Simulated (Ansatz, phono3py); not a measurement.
# Heat carried by phonons in KI (Fm-3m)

Aim: the lattice thermal conductivity of KI against temperature, and which phonons carry it.

Experimental results on record:
- thermal conductivity 2.6 W/m/K near room temperature (given in “Combining the AFLOW GIBBS and Elastic Libraries to efficiently and robustly screen thermo-mechanical properties of solids”, 2017, arXiv:1611.05714)
- thermal conductivity 2.6 W/m/K near room temperature (given in “Predicting the lattice thermal conductivity of solids by solving the Boltzmann transport equation: AFLOW - AAPL an automated, accurate and efficient framework”, 2017, arXiv:1611.05481)

Method: DFT LDA, scalar-relativistic, plane waves, PAW; PAW set soft_1, in Ansatz 0.2.0.

## 1. The starting structure

Symmetry: Fm-3m, No. 225, cubic system. The conventional cell has a = 7.066 Å, b = 7.066 Å, c = 7.066 Å, α = 90.00°, β = 90.00°, γ = 90.00°. K has 6 I at 3.53 Å nearest. Nearest to I lie 6 K at 3.53 Å. Farther neighbours and most contacts between anions are not listed.

Structure file:

```cif
data_structure
_symmetry_space_group_name_H-M 'Fm-3m'
_symmetry_Int_Tables_number 225
_cell_length_a 7.0655
_cell_length_b 7.0655
_cell_length_c 7.0655
_cell_angle_alpha 90.000
_cell_angle_beta 90.000
_cell_angle_gamma 90.000
_cell_volume 352.73
loop_
_atom_site_label
_atom_site_type_symbol
_atom_site_symmetry_multiplicity
_atom_site_Wyckoff_symbol
_atom_site_fract_x
_atom_site_fract_y
_atom_site_fract_z
_atom_site_occupancy
K1 K 4 a 0.00000 0.00000 0.00000 1
I1 I 4 b 0.50000 0.00000 0.00000 1
```

## 2. A first coarse run

A cheap single point shows whether the cell is a metal or an insulator and how far it is from rest; that sets the k-mesh and the occupations of what follows.

input.yaml reads:

```yaml
crystal:
  lattice:
    - [0.0, 3.532775, 3.532775]
    - [3.532775, 0.0, 3.532775]
    - [3.532775, 3.532775, 0.0]
  atoms:
    - { symbol: K, position: [0.0, 0.0, 0.0] }
    - { symbol: I, position: [0.5, 0.5, 0.5] }
kpoints:
  mp_grid: { grid: [4, 4, 4] }
hamiltonian:
  xc: lda
  pseudopotentials: { kind: paw, azcp: { folder: soft_1 }, xc_functional: pbe }
scf:
  occupations: { method: gaussian, width: 0.1 }
  lower_state_search: "off"
output:
  forces: true
  stress: true
  eigenvalues: true
```

Launch:

```console
$ ansatz run input.yaml --threads 8 --pin off --max-ram 19456MiB --backend cpu --events-out ev --progress --plain --runs-dir out
```

Numbers of over 12 decimals in the logs are rounded to 6 here.

Log:

```text
Engine: ansatz 0.2.0, aarch64-unknown-linux-gnu
Pseudopotentials: kind: paw
Pseudopotential: K, paw, valence charge 9, recommended cutoff 420 eV (normal), soft_1/K.paw.azcp
Pseudopotential: I, paw, valence charge 17, recommended cutoff 420 eV (normal), soft_1/I.paw.azcp
Functional definition: SPW92
  exchange = slater_x
  correlation = pw_c
Crystal: 2 atoms, lattice volume = 88.182 Å³
Basis set: ecut = 420 eV, 1759 PW (Γ)
Bands: 17, of which v1, the nominal top of the filled ones, is band 13 counted from 1 (12 counted from 0)
Symmetry: 48 space group operations
Space group: Fm-3m (ITA 225), of the structure as read, at distance tolerance 4.5e-5 Å
k-points: 8 of 64
Non-local potential: K, projectors of the file, l = 0: 3, l = 1: 2, l = 2: 2
Non-local potential: I, projectors of the file, l = 0: 2, l = 1: 2, l = 2: 2, l = 3: 1
PAW form: soft (Blöchl's): semilocal exchange-correlation on the pseudo side does not see the compensation charge
PAW frozen core: K, regenerated for the run's functional, and the local potential with it (the file was generated under x = pbe(κ = 0.804, μ = 0.219515), c = pbe(β = 0.066725))
PAW frozen core: I, regenerated for the run's functional, and the local potential with it (the file was generated under x = pbe(κ = 0.804, μ = 0.219515), c = pbe(β = 0.066725))
PAW one-centre angular grid: K, 110 points (default); XC on 64 Gauss nodes
PAW one-centre angular grid: I, 590 points (default); XC on 64 Gauss nodes
Initial density: superposition of atomic densities (chi_scale 0.1, normalization cell, long waves kept (reshape's long-wave potential 0.00 eV rms))
Initial wavefunctions: pseudopotential atomic-orbital guess
Functional: x = slater, c = lda
SCF iter   1: F=—  HF=-8856.412162 eV  |F-HF|=—  |Δ(HF+E_count)|=         —  Δρ=4.13e-2  dr2=2.97e0  ethr=3.10e-3  ⟨swp⟩=6.6  Hψ=772  notcnv=0
preconditioner: auto → none  [insulator: Δε(μ)=2.391 eV  Ē_g=8.293 eV  σ=0.100 eV  W_gap=1.00  n_scr=14 (ndim 8)  ℏωp=11.2 eV  f_vac=0.023  D(μ)=0.00/eV (n_scr^D=0)  ε∞_Penn≈2.8]
SCF iter   2: F=—  HF=-8855.159093 eV  |F-HF|=—  |Δ(HF+E_count)|=    1.25e0  Δρ=9.13e-3  dr2=1.19e-1  ethr=3.10e-3  ⟨swp⟩=4.2  Hψ=411  notcnv=0
SCF iter   3: F=—  HF=-8855.133931 eV  |F-HF|=—  |Δ(HF+E_count)|=   2.52e-2  Δρ=4.11e-3  dr2=1.45e-2  ethr=4.56e-4  ⟨swp⟩=2.0  Hψ=200  notcnv=0
SCF iter   4: F=—  HF=-8855.136487 eV  |F-HF|=—  |Δ(HF+E_count)|=   2.56e-3  Δρ=8.47e-4  dr2=5.77e-4  ethr=5.58e-5  ⟨swp⟩=2.9  Hψ=223  notcnv=0
SCF iter   5: F=—  HF=-8855.136525 eV  |F-HF|=—  |Δ(HF+E_count)|=   3.82e-5  Δρ=1.39e-4  dr2=7.23e-6  ethr=2.22e-6  ⟨swp⟩=2.0  Hψ=240  notcnv=0
SCF iter   6: F=—  HF=-8855.136521 eV  |F-HF|=—  |Δ(HF+E_count)|=   3.54e-6  Δρ=1.21e-5  dr2=1.92e-7  ethr=2.78e-8  ⟨swp⟩=2.0  Hψ=159  notcnv=0
SCF iter   7: F=-8855.136521 eV  HF=-8855.136521 eV  |F-HF|=4.29e-10  |Δ(HF+E_count)|=   8.50e-8  Δρ=1.23e-6  dr2=9.72e-10  ethr=3.85e-10  ⟨swp⟩=7.8  Hψ=763  notcnv=0
SCF 1 converged in 7 iterations: F = -8855.136521 eV  dr2 = 9.72e-10
  greatest PAW one-centre occupation: 0.999 electrons in one spin orbital (limit 2), on the I atom at site 1 (counted from 0), in its partial waves of l = 2
SCF converged after 7 iterations
Free energy (F): -8855.136521 eV
Harris-Foulkes:  -8855.136521 eV  (|F-HF|=4.29e-10)
Internal energy: -8855.136521 eV  (E = F + TS)
E sigma→0 (E₀):  -8855.136521 eV
Fermi energy:    3.841739 eV
--- Per-component energies (eV) ---
  E_band       = -526.481953
  E_kinetic    = 413.903926
  E_local      = -3017.187225  (includes V_loc(G=0)·N_el)
  E_nonlocal   = 137.901244
  E_hartree    = 1289.426638
  E_xc         = -240.296288
  E_vxc        = -274.807086  (∫ρ·V_xc dr)
  E_paw        = -5371.488675  (= ΣΔE_a)
  E_vpaw       = -365.144928  (= ΣTr[D̂ρ^β])
  E_aug_tail   = -0.002473  (compensation charges beyond the density's cutoff)
  E_ewald      = -2068.432357
  E_core_change = 1.038691  (= ΣΔE_core)
  E_smearing   = -0.000000  (= −TS)
  E_closure    = 0.000000  (closes the sum)
  Σ components = -8855.136521   (vs F -8855.136521, Δ=0.00e0)
--- Forces (eV/Å), atoms counted from 1 ---
  atom   1  K     -0.00000000    -0.00000000    -0.00000000
  atom   2  I      0.00000000    -0.00000000    -0.00000000
  max |Σ_I F_I| component: 3.38e-29 eV/Å
--- Stress (GPa, compression-positive) ---
       -1.304147      -0.000000      -0.000000
       -0.000000      -1.304147      -0.000000
        0.000000      -0.000000      -1.304147
  P = ⅓ Tr σ = -1.3041 GPa (-13.041 kbar)
--- Band table (eV; the first three rows and the last of 8) ---
  k-point 0: bands = [... 9 lower, -8.5772, 2.0375, 2.0375, 2.0375, 5.6429, 8.3404, 8.3404, 8.3404]
  k-point 1: bands = [... 9 lower, -8.4200, 1.2314, 1.8529, 1.8529, 6.7833, 8.3815, 8.9540, 8.9540]
  k-point 2: bands = [... 9 lower, -8.2755, 0.6542, 1.6862, 1.6862, 7.2880, 9.4807, 10.0202, 10.0202]
  k-point 7: bands = [... 9 lower, -8.3664, 1.2800, 1.2800, 1.4090, 8.2795, 8.2795, 8.4349, 9.9500]
```

Wall time 0.91 s (8 threads of Arm Neoverse V1, shared host); peak memory 0.32 GiB.

Reading the cycles: dr2 is the Hartree energy of the density residual (eV), the measure of convergence; HF is the Harris–Foulkes estimate of the energy, which meets the free energy F at convergence.

A gap read on the k-mesh alone can miss the band edges.

This step gave:

```yaml
pressure: -1.304 GPa
gap_on_the_k_mesh: 3.605 eV
volume_per_atom: 44.09 Å³/atom
```

The start is under -1.3 GPa at this level and looks like an insulator or semiconductor on this mesh.

## 3. Relaxation

Phonons are second derivatives about a minimum, so cell and atoms are relaxed first, inside the symmetry of the start.

input.yaml, the sections that differ from step 2:

```yaml
kpoints:
  mp_grid: { grid: [6, 6, 6] }
scf:
  occupations: { method: gaussian, width: 0.02 }
  lower_state_search: "off"
relax:
  adjacent_minimum: "off"
  f_tol: 0.005
  max_steps: 80
  cell: { stress_tol: 0.05 }
# crystal, hamiltonian, output: as in step 2
```

Log:

```text
[...]
Crystal: 2 atoms, lattice volume = 88.182 Å³
Basis set: ecut = 420 eV, 1759 PW (Γ)
Bands: 17, of which v1, the nominal top of the filled ones, is band 13 counted from 1 (12 counted from 0)
Symmetry: 48 space group operations
[...]
k-points: 16 of 216
[...]
SCF iter   1: F=—  HF=-8856.416493 eV  |F-HF|=—  |Δ(HF+E_count)|=         —  Δρ=4.13e-2  dr2=2.99e0  ethr=3.10e-3  ⟨swp⟩=7.4  Hψ=1648  notcnv=0
[...]
SCF iter   7: F=-8855.137655 eV  HF=-8855.137655 eV  |F-HF|=5.62e-9  |Δ(HF+E_count)|=   1.34e-7  Δρ=1.99e-6  dr2=5.17e-9  ethr=3.85e-10  ⟨swp⟩=7.3  Hψ=1485  notcnv=0
SCF 1 converged in 7 iterations: F = -8855.137655 eV  dr2 = 5.17e-9
[...]
relax step   1: F+E_penalty+E_count = -8855.13765526 eV  Δ(F+E_penalty+E_count) = +0.000e0 eV  max|allowed force component| = 4.930e-30 eV/Å  Δτ_max = 0.0000 Å  P = -1.312 GPa  Ω = 88.182 Å³  (7 SCF iters, dr2 threshold 1.00e-7 eV, accepted)
Crystal: 2 atoms, lattice volume = 84.454 Å³
Basis set: ecut = 420 eV, 1639 PW (Γ)
[...]
iter 1 solved again at ethr=1.06e-5 eV; its pass at ethr=3.10e-3 eV (dr2=2.76e-3 eV) is discarded
[...]
SCF iter   5: F=-8855.163606 eV  HF=-8855.163606 eV  |F-HF|=1.24e-8  |Δ(HF+E_count)|=   4.55e-7  Δρ=7.89e-6  dr2=3.47e-8  ethr=7.69e-10  ⟨swp⟩=4.8  Hψ=1464  notcnv=0
SCF 2 converged in 5 iterations: F = -8855.163606 eV  dr2 = 3.47e-8
relax step   2: F+E_penalty+E_count = -8855.16360624 eV  Δ(F+E_penalty+E_count) = -2.595e-2 eV  max|allowed force component| = 2.827e-30 eV/Å  Δτ_max = 0.0000 Å  P = -0.872 GPa  Ω = 84.454 Å³  energy of the carried Pulay correction = +3.002e-4 eV  (5 SCF iters, dr2 threshold 2.00e-7 eV, accepted)
Crystal: 2 atoms, lattice volume = 77.933 Å³
Basis set: ecut = 420 eV, 1471 PW (Γ)
[...]
SCF iter   5: F=-8855.178176 eV  HF=-8855.178176 eV  |F-HF|=2.02e-8  |Δ(HF+E_count)|=   6.18e-7  Δρ=1.19e-5  dr2=7.76e-8  ethr=7.69e-10  ⟨swp⟩=5.7  Hψ=1498  notcnv=0
SCF 3 converged in 5 iterations: F = -8855.178176 eV  dr2 = 7.76e-8
relax step   3: F+E_penalty+E_count = -8855.17817615 eV  Δ(F+E_penalty+E_count) = -1.457e-2 eV  max|allowed force component| = 2.971e-29 eV/Å  Δτ_max = 0.0000 Å  P = +0.278 GPa  Ω = 77.933 Å³  energy of the carried Pulay correction = +8.580e-4 eV  (5 SCF iters, dr2 threshold 2.00e-7 eV, accepted)
[...]
relax step   4: F+E_penalty+E_count = -8855.17913960 eV  Δ(F+E_penalty+E_count) = -9.635e-4 eV  max|allowed force component| = 1.282e-30 eV/Å  Δτ_max = 0.0000 Å  P = -0.035 GPa  Ω = 79.414 Å³  energy of the carried Pulay correction = +7.275e-4 eV  (5 SCF iters, dr2 threshold 1.93e-7 eV, accepted)
[...]
SCF iter   1: F=—  HF=-8855.178425 eV  |F-HF|=—  |Δ(HF+E_count)|=         —  Δρ=7.95e-5  dr2=8.16e-7  ethr=1.31e-6  ⟨swp⟩=3.0  Hψ=2372  notcnv=0
eigensolver tolerance schedule: the retry pair's looser diagonalisation over-reported the residual by 416.70 of it (diagonalisation noise at 0.21 of the residual, at the tolerance the schedule requests for it); recorded, not acted on — ethr = c·dr2/N_el stays at c = 1.0e-1
[...]
SCF iter   2: F=—  HF=-8855.178427 eV  |F-HF|=—  |Δ(HF+E_count)|=   2.42e-6  Δρ=3.67e-5  dr2=1.55e-7  ethr=3.14e-9  ⟨swp⟩=2.2  Hψ=475  notcnv=0
[...]
SCF iter   5: F=-8855.178427 eV  HF=-8855.178427 eV  |F-HF|=0.00e0  |Δ(HF+E_count)|=  3.47e-10  Δρ=1.03e-7  dr2=3.77e-12  ethr=1.00e-12  ⟨swp⟩=5.6  Hψ=1556  notcnv=0
SCF 5 converged in 5 iterations: F = -8855.178427 eV  dr2 = 3.77e-12
relax step   5: F+E_penalty+E_count = -8855.17842740 eV  Δ(F+E_penalty+E_count) = +7.122e-4 eV  max|allowed force component| = 1.627e-30 eV/Å  Δτ_max = 0.0000 Å  P = -0.037 GPa  Ω = 79.414 Å³  stress off target by 3.67e-2 GPa  SCF on the basis re-selected at this cell (its energy is not comparable with the rows above)  (5 SCF iters)
basis re-selected at this cell: Δ(F+E_penalty+E_count) = +7.122e-4 eV, ΔP = -0.002 GPa vs the last step (what re-selecting the basis moved, of the pressure what is left beyond the Pulay correction that the steps carried, after the strain that the cell walked since its last selection, with what the two solves' SCF thresholds leave and, on support functions, any second-order correction that the steps lacked; it is no m [...]
SCF converged after 5 iterations
Free energy (F): -8855.178427 eV
[...]
Internal energy: -8855.178427 eV  (E = F + TS)
E sigma→0 (E₀):  -8855.178427 eV
Fermi energy:    4.851288 eV
[...]
--- Stress (GPa, compression-positive) ---
       -0.036740      -0.000000      -0.000000
       -0.000000      -0.036740      -0.000000
       -0.000000      -0.000000      -0.036740
  P = ⅓ Tr σ = -0.0367 GPa (-0.367 kbar)
--- Band table (eV; the first three rows and the last of 16) ---
  k-point 0: bands = [... 9 lower, -7.8695, 2.9198, 2.9198, 2.9198, 6.7827, 9.1616, 9.1616, 9.1616]
  k-point 1: bands = [... 9 lower, -7.7263, 2.3826, 2.7953, 2.7953, 7.4861, 9.1085, 9.4858, 9.4858]
  k-point 2: bands = [... 9 lower, -7.4862, 1.5955, 2.5696, 2.5696, 8.1421, 9.9743, 10.2904, 10.2904]
  k-point 15: bands = [... 9 lower, -7.5791, 1.8604, 2.2297, 2.2301, 8.2828, 9.3479, 10.2773, 11.3657]
--- Relaxed structure (4 steps of the walk, 4 accepted, 1 SCFs on fresh bases) ---
  F+E_penalty+E_count = -8855.17842740 eV   max|allowed force component| = 1.627e-30 eV/Å   (the final SCF, on the basis selected at the relaxed cell)
  cell:  # Å, volume = 79.4135 Å³
    - [0, 3.411574, 3.411574]
    - [3.411574, 0, 3.411574]
    - [3.411574, 3.411574, 0]
  atoms:
    - { symbol: K, position: [0, 0, 0] }
    - { symbol: I, position: [0.5, 0.5, 0.5] }
```

Wall time 1.9 s (8 threads); peak memory 0.38 GiB; 11 s of CPU time.

Step by step:

```tsv
step	energy less that of the first step (eV)	largest force component (eV/Å)	pressure (GPa)	volume (Å³)
1	0.0000	0.0000	-1.31	88.18
2	-0.0260	0.0000	-0.87	84.45
3	-0.0405	0.0000	0.28	77.93
4	-0.0415	0.0000	-0.04	79.41
5*	-0.0408	0.0000	-0.04	79.41
```

Relaxation steps marked * repeat the geometry before them on a plane-wave basis chosen anew for their cell, so energy and pressure can jump there.

Forces are held to the 48 operations that the run works with; a distortion that breaks them can't arise in this run.

```tsv
conventional cell, symmetrised	before	after	change
a (Å)	7.066	6.823	-3.4 %
b (Å)	7.066	6.823	-3.4 %
c (Å)	7.066	6.823	-3.4 %
volume (Å³/atom)	44.09	39.71	-9.9 %
```

Final coordinates:

```
K I
1.0
     0.00000    3.41157    3.41157
     3.41157    0.00000    3.41157
     3.41157    3.41157    0.00000
K I
1 1
Direct
  0.00000 0.00000 0.00000
  0.50000 0.50000 0.50000
```

Numbers from this step:

| Property | Result |
| --- | --- |
| pressure | -0.03674 GPa |
| gap on the k-mesh | 3.863 eV |
| volume per atom | 39.71 Å³/atom |

The relaxation ends with a pressure of -0.04 GPa.

## 4. A second relaxation

The relaxation is run once more from where the first one ended, as the script does after a large change of volume or of the gap, with mesh and occupations reviewed.

Edit input.yaml of step 3 so:

```diff
@@ -2,5 +2,5 @@
   lattice:
-    - [0.0, 3.532775, 3.532775]
-    - [3.532775, 0.0, 3.532775]
-    - [3.532775, 3.532775, 0.0]
+    - [0.0, 3.4115742948, 3.4115742948]
+    - [3.4115742948, 0.0, 3.4115742948]
+    - [3.4115742948, 3.4115742948, 0.0]
   atoms:
```

Log:

```text
[...]
Crystal: 2 atoms, lattice volume = 79.414 Å³
Basis set: ecut = 420 eV, 1471 PW (Γ)
Bands: 17, of which v1, the nominal top of the filled ones, is band 13 counted from 1 (12 counted from 0)
Symmetry: 48 space group operations
[...]
k-points: 16 of 216
[...]
k-point 15: bands = [... 9 lower, -7.5791, 1.8604, 2.2297, 2.2301, 8.2828, 9.3479, 10.2773, 11.3657]
--- Relaxed structure (1 steps of the walk, 1 accepted, 1 SCFs on fresh bases) ---
[...]
cell:  # Å, volume = 79.4135 Å³
    - [0.0, 3.4115742948, 3.4115742948]
    - [3.4115742948, 0.0, 3.4115742948]
    - [3.4115742948, 3.4115742948, 0.0]
  atoms:
    - { symbol: K, position: [0.0, 0.0, 0.0] }
    - { symbol: I, position: [0.500000, 0.500000, 0.500000] }
[key lines of the parts left out:]
SCF converged after 4 iterations
Free energy (F): -8855.178427 eV
Fermi energy:    4.851288 eV
P = ⅓ Tr σ = -0.0367 GPa (-0.367 kbar)
```

Wall time 0.87 s (8 threads); peak memory 0.36 GiB; 4.5 s of CPU time.

Little changed from the start: no atom moved by 0.005 Å and no cell edge by 0.1 %.

## 5. Relaxing to small residual forces and stress

The relaxation is repeated with tighter thresholds on force and stress, since phonons are sensitive to what is left; a change of mesh or smearing in the input moves the cell too.

input.yaml, the sections that differ from step 4:

```yaml
scf:
  occupations: { method: fixed }
  lower_state_search: "off"
relax:
  adjacent_minimum: "off"
  f_tol: 0.001
  max_steps: 60
  cell: { stress_tol: 0.01 }
# crystal, kpoints, hamiltonian, output: as in step 4
```

Log:

```text
[...]
Crystal: 2 atoms, lattice volume = 79.414 Å³
Basis set: ecut = 420 eV, 1471 PW (Γ)
Bands: 17, of which v1, the nominal top of the filled ones, is band 13 counted from 1 (12 counted from 0)
Symmetry: 48 space group operations
[...]
k-points: 16 of 216
[...]
k-point 15: bands = [... 9 lower, -7.5599, 1.8777, 2.2476, 2.2485, 8.3015, 9.3752, 10.3018, 11.3949]
--- Relaxed structure (3 steps of the walk, 3 accepted, 1 SCFs on fresh bases) ---
[...]
cell:  # Å, volume = 79.2300 Å³
    - [0, 3.408945, 3.408945]
    - [3.408945, 0, 3.408945]
    - [3.408945, 3.408945, 0]
  atoms:
    - { symbol: K, position: [0, 0, 0] }
    - { symbol: I, position: [0.5, 0.5, 0.5] }
[key lines of the parts left out:]
SCF converged after 6 iterations
Free energy (F): -8855.178445 eV
Fermi energy:    2.940647 eV
P = ⅓ Tr σ = 0.0001 GPa (0.001 kbar)
```

Wall time 1.4 s (8 threads); peak memory 0.36 GiB.

Little changed from the start: no atom moved by 0.005 Å and no cell edge by 0.1 %.

Numbers from this step:

```
pressure          : 1.04e-4 GPa
gap on the k-mesh : 3.869 eV
volume per atom   : 39.62 Å³/atom
```

The residual pressure is 1.0e-4 GPa, small enough for phonons.

[end of part 1 of 3]

[Logs are printed without paths, hosts, clocks, repeated set-up lines and the standing remarks that a program may print on its own settings, such as how far it seeks lower states.]

[Hosts, paths, dates, database ids (printed as entryN), source tags and the programs' standing remarks are cut or masked in the printed files.]

[A step with changed settings may run another functional than the one named; its input shows which.]
